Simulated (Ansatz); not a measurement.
# Sn2TeO (built on the sites of a database entry of SnO): phonons and vibrational spectra

The cell of Sn2TeO (built on the sites of a database entry of SnO) is at rest. What are its phonons? After the zone centre comes a 2×2×2 q mesh on a 12×12×12 k mesh.

Main program and level: Ansatz 0.2.0; DFT PBEsol, scalar-relativistic, plane waves, PAW.

The structure was built from a prototype and need not be the compound's stable phase.

## (1) Starting point

The structure is tetragonal, space group P-4m2 (No. 115). The conventional cell has a = 4.655 Å, b = 4.655 Å, c = 4.497 Å, α = 90.00°, β = 90.00°, γ = 90.00°. Nearest to Sn lie 2 Te at 2.77 Å and 2 O at 2.77 Å. O has 4 Sn at 2.77 Å nearest. Nearest to Te lie 4 Sn at 2.77 Å. Farther neighbours and most contacts between anions are not listed.

## (2) Modes at Γ

The cell comes from relaxations at this level that are not shown. The zone centre comes first: it holds the modes that light can see, as far as symmetry allows. No field response is asked, since the mesh shows no gap.

File input.yaml:

```yaml
crystal:
  lattice:
    - [4.6545958854, 0.0, 0.0]
    - [0.0, 4.6545958854, 0.0]
    - [0.0, 0.0, 4.4974265172]
  atoms:
    - { symbol: Sn, position: [0.5, 0.0, 0.3328754615] }
    - { symbol: Sn, position: [0.0, 0.5, 0.6671245385] }
    - { symbol: O, position: [0.0, 0.0, 0.0] }
    - { symbol: Te, position: [0.5, 0.5, 0.0] }
kpoints:
  mp_grid: { grid: [12, 12, 12] }
hamiltonian:
  xc: pbesol
scf:
  occupations: { method: methfessel_paxton, width: 0.2 }
output:
  eigenvalues: true
phonons:
  method: dfpt
```

Run with:

```console
ansatz run input.yaml --threads 4 --pin off --max-ram 14336MiB --backend cpu --events-out ev --progress --plain --runs-dir out
```

Numbers of over 12 decimals in the logs are rounded to 6 here.

The program printed:

```text
zone centre: on kpoints.mp_grid the ground state, and the responses unless they are solved on pairs of k-points, stand on 343 of the mesh's 1728 k-points, reduced under 4 symmetry operations, with k and −k counted as one. Each operation leaves every solved displacement unchanged or reverses it
Engine: ansatz 0.2.0, aarch64-unknown-linux-gnu
Pseudopotentials: kind: paw
Pseudopotential: Sn, paw, valence charge 14, recommended cutoff 420 eV (normal), Sn.paw.azcp
Pseudopotential: O, paw, valence charge 6, recommended cutoff 420 eV (normal), O.paw.azcp
Pseudopotential: Te, paw, valence charge 16, recommended cutoff 420 eV (normal), Te.paw.azcp
Functional definition: PBEsol
  exchange = pbesol_x
  correlation = pbesol_c
Crystal: 4 atoms, lattice volume = 97.438 Å³
Basis set: ecut = 420 eV, 1895 PW (Γ), exchange–correlation on 64×64×64 points (8 copies of the dense FFT grid, shifted against one another)
Bands: 30, of which v1, the nominal top of the filled ones, is band 25 counted from 1 (24 counted from 0)
Symmetry: 8 space group operations
k-points: 343 of 1728 (irreducible under 4 space group operations, time reversal used)
Non-local potential: Sn, projectors of the file, l = 0: 2, l = 1: 2, l = 2: 2, l = 3: 2
Non-local potential: O, projectors of the file, l = 0: 2, l = 1: 2, l = 2: 1
Non-local potential: Te, projectors of the file, l = 0: 2, l = 1: 2, l = 2: 2, l = 3: 2
PAW form: soft (Blöchl's): semilocal exchange-correlation on the pseudo side does not see the compensation charge
PAW frozen core: Sn, regenerated for the run's functional, and the local potential with it (the file was generated under x = pbe(κ = 0.804, μ = 0.219515), c = pbe(β = 0.066725))
PAW frozen core: O, regenerated for the run's functional, and the local potential with it (the file was generated under x = pbe(κ = 0.804, μ = 0.219515), c = pbe(β = 0.066725))
PAW frozen core: Te, regenerated for the run's functional, and the local potential with it (the file was generated under x = pbe(κ = 0.804, μ = 0.219515), c = pbe(β = 0.066725))
PAW one-centre angular grid: Sn, 590 points (default); XC on 64 Gauss nodes
PAW one-centre angular grid: O, 110 points (default); XC on 64 Gauss nodes
PAW one-centre angular grid: Te, 590 points (default); XC on 64 Gauss nodes
Initial density: superposition of atomic densities (neutral atoms: chi_scale 0, normalization atom), corrected by the library's trained network
Initial wavefunctions: pseudopotential atomic-orbital guess
Functional: x = pbesol(κ = 0.804, μ = 0.123457), c = pbesol(β = 0.046)
SCF iter   1: F=—  HF=-19359.391617 eV  |F-HF|=—  |Δ(HF+E_count)|=         —  Δρ=1.04e-2  dr2=1.10e-1  ethr=1.77e-3  ⟨swp⟩=6.6  Hψ=45886  notcnv=0
preconditioner: auto → Kerker (q_TF=auto, 2.441 Å⁻¹)  [metal: Δε(μ)=0.094 eV  Ē_g=16.268 eV  σ=0.200 eV  W_gap=0.39  n_scr=26 (ndim 8)  ℏωp=23.8 eV  f_vac=0.000  D(μ)=0.61/eV (n_scr^D=0)]
SCF iter   2: F=—  HF=-19359.375979 eV  |F-HF|=—  |Δ(HF+E_count)|=   1.56e-2  S|Δr|=    0.00e0  Δρ=4.85e-3  dr2=2.62e-2  ethr=2.19e-4  ⟨swp⟩=1.0  Hψ=13034  notcnv=0
SCF iter   3: F=—  HF=-19359.372244 eV  |F-HF|=—  |Δ(HF+E_count)|=   3.73e-3  S|Δr|=    0.00e0  Δρ=6.53e-4  dr2=6.36e-4  ethr=5.23e-5  ⟨swp⟩=2.1  Hψ=12430  notcnv=0
SCF iter   4: F=—  HF=-19359.372135 eV  |F-HF|=—  |Δ(HF+E_count)|=   1.09e-4  S|Δr|=    0.00e0  Δρ=3.45e-4  dr2=1.38e-4  ethr=1.27e-6  ⟨swp⟩=2.0  Hψ=18538  notcnv=0
SCF iter   5: F=—  HF=-19359.372068 eV  |F-HF|=—  |Δ(HF+E_count)|=   6.75e-5  S|Δr|=    0.00e0  Δρ=1.10e-4  dr2=2.85e-5  ethr=2.75e-7  ⟨swp⟩=2.1  Hψ=16783  notcnv=0
SCF iter   6: F=—  HF=-19359.372061 eV  |F-HF|=—  |Δ(HF+E_count)|=   6.34e-6  S|Δr|=    0.00e0  Δρ=4.90e-5  dr2=4.51e-6  ethr=5.69e-8  ⟨swp⟩=3.0  Hψ=18874  notcnv=0
SCF iter   7: F=—  HF=-19359.372061 eV  |F-HF|=—  |Δ(HF+E_count)|=   2.77e-7  S|Δr|=    0.00e0  Δρ=9.10e-6  dr2=1.62e-7  ethr=9.02e-9  ⟨swp⟩=2.2  Hψ=17897  notcnv=0
SCF iter   8: F=—  HF=-19359.372061 eV  |F-HF|=—  |Δ(HF+E_count)|=   4.01e-8  S|Δr|=    0.00e0  Δρ=5.17e-6  dr2=3.42e-8  ethr=3.24e-10  ⟨swp⟩=2.0  Hψ=18639  notcnv=0
SCF iter   9: F=—  HF=-19359.372061 eV  |F-HF|=—  |Δ(HF+E_count)|=   1.07e-8  S|Δr|=    0.00e0  Δρ=1.56e-6  dr2=3.71e-9  ethr=6.85e-11  ⟨swp⟩=2.0  Hψ=16937  notcnv=0
SCF iter  10: F=—  HF=-19359.372061 eV  |F-HF|=—  |Δ(HF+E_count)|=  1.02e-10  S|Δr|=    0.00e0  Δρ=3.96e-7  dr2=3.56e-10  ethr=7.43e-12  ⟨swp⟩=2.9  Hψ=17009  notcnv=0
SCF iter  11: F=—  HF=-19359.372061 eV  |F-HF|=—  |Δ(HF+E_count)|=  2.91e-11  S|Δr|=    0.00e0  Δρ=1.05e-7  dr2=1.64e-11  ethr=1.00e-12  ⟨swp⟩=2.0  Hψ=12055  notcnv=0
SCF iter  12: F=-19359.372061 eV  HF=-19359.372061 eV  |F-HF|=0.00e0  |Δ(HF+E_count)|=    0.00e0  S|Δr|=    0.00e0  Δρ=4.46e-8  dr2=2.69e-12  ethr=1.00e-12  ⟨swp⟩=9.8  Hψ=53671  notcnv=0
SCF 1 converged in 12 iterations: F = -19359.372061 eV  dr2 = 2.69e-12
  greatest PAW one-centre occupation: 0.998 electrons in one spin orbital (limit 2), on the Te atom at site 3 (counted from 0), in its partial waves of l = 2
DFPT response loops at Γ: preconditioner auto → Kerker (q_TF=auto, 2.441 Å⁻¹) (partly filled bands, converged f_vac=0.000); β = 1.00, the filter's whole step (`scf.mixing.beta` (0.50) is not read by the response loops under this deck's `scf.mixing.preconditioner`; to damp them name `kerker` or `kerker_dos`, under which they read `scf.mixing.beta`, and type it under 1.00, their step now; both keys bind the ground state too); Broyden in place of MSR1
SCF converged after 12 iterations
Stability not checked: this state was not tested for a lower state beside it, because cold or Methfessel-Paxton smearing, or corrected tetrahedra, fill the levels in a way that the test cannot read (fill_not_monotonic; see scf.lower_state_search)
Free energy (F): -19359.372061 eV
Harris-Foulkes:  -19359.372061 eV  (|F-HF|=0.00e0)
Internal energy: -19359.376616 eV  (E = F + TS)
E sigma→0 (E₀):  -19359.373200 eV
Entropy (-TS):   0.004556 eV (1.139 meV/atom)
Fermi energy:    8.970285 eV
--- Per-component energies (eV) ---
  E_band       = -456.270792
  E_kinetic    = 723.707482
  E_local      = -3376.864077  (includes V_loc(G=0)·N_el)
  E_nonlocal   = -320.781280
  E_hartree    = 2012.924972
  E_xc         = -954.785947
  E_vxc        = -391.022815  (∫ρ·V_xc dr)
  E_paw        = -12861.945991  (= ΣΔE_a)
  E_vpaw       = -1117.162081  (= ΣTr[D̂ρ^β])
  E_aug_tail   = 0.002076  (compensation charges beyond the density's cutoff)
  E_ewald      = -4582.613634
  E_core_change = 0.979783  (= ΣΔE_core)
  E_smearing   = 0.004556  (= −TS)
  E_closure    = -0.000000  (closes the sum)
  Σ components = -19359.372061   (vs F -19359.372061, Δ=0.00e0)
--- Band table (eV; the first three rows and the last of 343) ---
  k-point 0: bands = [... 21 lower, 7.3994, 7.9155, 7.9461, 7.9461, 10.4133, 12.0360, 12.0360, 12.6785, ... 1 higher]
  k-point 1: bands = [... 21 lower, 7.4970, 7.8641, 7.9458, 7.9458, 10.3804, 11.6765, 11.6765, 12.4861, ... 1 higher]
  k-point 2: bands = [... 21 lower, 7.7328, 7.7752, 7.9404, 7.9404, 10.1913, 11.0190, 11.0190, 12.1563, ... 1 higher]
  k-point 342: bands = [... 21 lower, 5.3740, 5.7812, 8.7453, 8.7453, 10.6810, 12.0878, 14.7003, 15.0211, ... 1 higher]
--- Phonons (Γ-DFPT): 7 representative perturbations + reference, on 343 of 1728 k-points (Σ response iterations 21) ---
  k mesh reduced under 4 symmetry operations, with k and −k counted as one. Each operation leaves every solved displacement unchanged or reverses it
  ASR residual: 1.157e-5 → 0.000e0 eV/Å²; symmetrization residual: 1.111e-5 eV/Å²
  ASR residual per site (eV/Å²): 1.16e-5 1.16e-5 9.56e-6 4.90e-6
  Γ frequencies (cm⁻¹): -174.34 -174.34 -62.41 0.00 0.00 0.00 66.10 66.10 110.13 170.98 190.64 190.64
  non-analytic LO–TO correction: not included (Born effective charges unavailable; polar crystals: no LO–TO splitting at Γ)
```

Elapsed: 3.6 min, on 4 threads of Arm Neoverse V1, shared host; peak memory 3.3 GiB.

Numbers from this step:

```
volume per atom                                         : 24.36 Å³
gap on the k-mesh                                       : 0 eV
sum-rule residual before enforcement                    : 1.16e-5 eV/Å²
point group                                             : -42m
highest optical mode at the zone centre (no LO-TO term) : 190.6 cm⁻¹
lowest optical zone-centre mode                         : -174.3 cm⁻¹
```

Patterns of degenerate modes are one choice out of their space. The modes at Γ (shares of kinetic energy by element, %) (negative means imaginary):

```csv
mode,frequency (cm⁻¹),symmetry,Sn %,O %,Te %
1,-174.3,E,38,60,2
2,-174.3,E,38,60,2
3,-62.4,B2,7,93,0
4,0.0,acoustic,62,4,33
5,0.0,acoustic,62,4,33
6,0.0,acoustic,62,4,33
7,66.1,E,39,35,25
8,66.1,E,39,35,25
9,110.1,A1,100,0,0
10,171.0,B2,31,3,66
11,190.6,E,60,1,39
12,190.6,E,60,1,39
```

Displacements in mode 2 (-174.3 cm⁻¹), the largest set to 1:
```
Sn1  0.00  0.07  0.00
Sn2  0.00 -0.28  0.00
O3   0.00  1.00  0.00
Te4  0.00  0.07  0.00
```

Displacements in mode 11 (190.6 cm⁻¹), the largest set to 1:
```
Sn1  0.00  1.00  0.00
Sn2  0.00 -0.11  0.00
O3   0.00 -0.35  0.00
Te4  0.00 -0.78  0.00
```

Before it was imposed, the acoustic sum rule was missed by 1.2e-5 eV/Å². Small misses are needed for a sound result but don't prove that mesh and cutoff are converged. The lowest optical mode is imaginary, 174.3i cm⁻¹, so the energy falls along it.

(Part 1 of 2 ends here.)

[Logs are printed without paths, hosts, clocks, repeated set-up lines and the standing remarks that a program may print on its own settings, such as how far it seeks lower states.]

[Hosts, paths, dates, database ids (printed as entryN), source tags and the programs' standing remarks are cut or masked in the printed files.]
